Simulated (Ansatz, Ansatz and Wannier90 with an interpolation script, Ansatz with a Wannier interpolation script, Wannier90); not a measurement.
Planning a run of Ansatz 0.2.0 on InP (F-43m). The input:

```yaml
crystal:
  lattice:
    - [0.0, 2.87189, 2.87189]
    - [2.87189, 0.0, 2.87189]
    - [2.87189, 2.87189, 0.0]
  atoms:
    - { symbol: In, position: [0.0, 0.0, 0.0] }
    - { symbol: P, position: [0.75, 0.75, 0.75] }
kpoints:
  mp_grid: { grid: [6, 6, 6] }
hamiltonian:
  xc: r2scan
scf:
  occupations: { method: fixed }
gw:
  n_empty_bands: 217
  ecut_chi: 160.0
  qp_bands: [v3, c4]
  screening: { model: contour_deformation }
```

The database entry behind the starting cell differs from later determinations by our own check (0.1 to 0.3 % short, probably kX units), so it need not match the best structure at ambient conditions.

```sh
ansatz run input.yaml --threads 14 --pin off --max-ram 73728MiB --backend cpu --events-out ev --progress --plain --runs-dir out
```

Q: Estimate wall time and host memory on 14 threads of Arm Neoverse V2, shared host.

It took 74 s; on shared hardware allow 37 s to 2.5 min. Peak host memory was 2.3 GiB. The sizes that set the cost: 1243 plane waves a state, 16 irreducible k points, 226 bands summed, 229 plane waves in the screening and 6 SCF cycles.

The screening grows as filled bands × empty bands × pairs of k points, times the square of the screening basis for the matrix.

[Paths, hosts, dates, memory and timing lines, banners, echoed tables and standing remarks are left out of the program output.]

[Logs are printed without paths, hosts, clocks, repeated set-up lines and the standing remarks that a program may print on its own settings, such as how far it seeks lower states.]

[Runs of the session that timed out or met a known fault of the program may be left out.]

[Hosts, paths, dates, database ids (printed as entryN), source tags and the programs' standing remarks are cut or masked in the printed files.]
